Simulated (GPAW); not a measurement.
BN (P6_3mc): how ε∞ follows the gap

The empty bands of BN (P6_3mc) are shifted up rigidly by Δ, and ε∞ along x is computed for each shift. x, y and z are the Cartesian axes of the input cell.

It takes space group P6_3mc (No. 186, hexagonal). Conventional cell: a = 2.536 Å, b = 2.536 Å, c = 4.199 Å, α = 90.00°, β = 90.00°, γ = 120.00°. Around N on site b lie 4 B at 1.56 to 1.57 Å. Around B on site b lie 4 N at 1.56 to 1.57 Å.

Method: GPAW 26.7.0, LDA, RPA, k-mesh 15×15×7, local fields up to 50 eV, Lorentzian half width 0.15 eV.

Launch of the response step: `OMP_NUM_THREADS=1 python df.py`. The series took 2.1 min in all, its band step included, on 1 thread of Arm Neoverse V1, with other jobs on the host.

| Δ (eV) | ε∞ along x |
| --- | --- |
| 0.00 | 4.519 |
| 0.40 | 4.416 |
| 0.80 | ? |
| 1.20 | 4.226 |
| 1.60 | 4.140 |
| 2.00 | 4.058 |

With one effective transition at E₀ and fixed dipole strength, ε∞ − 1 = A/(E₀ + Δ), so 1/(ε∞ − 1) is linear in Δ.

Working, on the rows shown:

| x = Δ (eV) | y = 1/(ε∞ − 1) |
| --- | --- |
| 0 | 0.284172 |
| 0.4 | 0.29274 |
| 1.2 | 0.309981 |
| 1.6 | 0.318471 |
| 2 | 0.327011 |

Means: x̄ = 1.04, ȳ = 0.30648. Σ(x − x̄)(y − ȳ) = 0.05898, Σ(x − x̄)² = 2.752. Slope = 0.05898 / 2.752 = 0.02143; intercept = ȳ − slope · x̄ = 0.28419. Turned back into ε∞ along x, the line misses the rows shown by at most 0.0008.

Q: Predict the last column of the withheld row from the fit.

A: At x = 0.8 the line gives y = 0.30133, that is 4.319. The run gave 4.318, so the interpolation is off by 0.0006, 0.1 % of the range in the table.

Refitted with all rows, the slope is 0.02143 and the intercept 0.2842. These give E₀ = intercept/slope = 13.3 eV, far above the least direct gap of 8.19 eV: most of the screening comes from transitions well over the edge. Over the first step ε∞ falls by 6 % per eV. The cell comes from an older database entry, whose edges can be off by a per cent or so. Excitons are left out; LDA gaps are as a rule too small. The values come from a sum over the points of one k-mesh and carry its error, which grows as the direct gap shrinks.
